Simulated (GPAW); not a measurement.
Entries from a set of simulations; values are calculated unless marked as measured.

```
! title: A GW chain in GPAW: Bi2Te3 (Tellurobismuthite)
! method: DFT, LDA, plane waves, PAW (and 1 further level or step)
! program: GPAW 26.7.0
! settings of one run: cutoff 450 eV, GPAW PAW setups 1.2.1 data release, 4×4×4 k-mesh, nbands 580
! cost: 4 runs, 21 min in all on 4 MPI ranks of Arm Neoverse V1, shared host (the runs of this entry)
! notes: The cell and positions come from the Crystallography Open Database and are kept as given unless a step says otherwise. Limits: no spin-orbit coupling. The calculation has static nuclei and no excitons; a measured gap holds zero-point and thermal motion, which mostly lowers it. With atoms this heavy the missing spin-orbit coupling can matter too. Bands and cutoff are finite, so the gap is not at the basis limit. The miss can reach some tenths of an eV and take either sign; the mesh is an error of its own. Mesh or cutoff lie under what a gap needs, so these runs test behaviour and cost; their gaps are not to be quoted. These scalar-relativistic gaps are then model values, not to be set against experiment, and a spin-orbit change taken from DFT can’t simply be added.
! LDA gap: 0.18 eV, direct
! G0W0 gap on the mesh: 0.25 eV
! GW settings: 4×4×4 mesh, 93 bands, screening to 39 eV, Godby-Needs plasmon pole
! known limits: not at the basis limit; model gap, bands may invert with spin-orbit coupling; no spin-orbit coupling
CELL_PARAMETERS angstrom
2.19300 1.26613 10.16567
-2.19300 1.26613 10.16567
0.00000 -2.53226 10.16567
ATOMIC_POSITIONS crystal
Bi 0.40000 0.40000 0.40000
Bi 0.60000 0.60000 0.60000
Te 0.00000 0.00000 0.00000
Te 0.20950 0.20950 0.20950
Te 0.79050 0.79050 0.79050
```

[Paths, hosts, dates, memory and timing lines, banners, echoed tables and standing remarks are left out of the program output.]

[Logs are printed without paths, hosts, clocks, repeated set-up lines and the standing remarks that a program may print on its own settings, such as how far it seeks lower states.]

[Runs of the session that timed out or met a known fault of the program may be left out.]

[Hosts, paths, dates, database ids (printed as entryN), source tags and the programs' standing remarks are cut or masked in the printed files.]
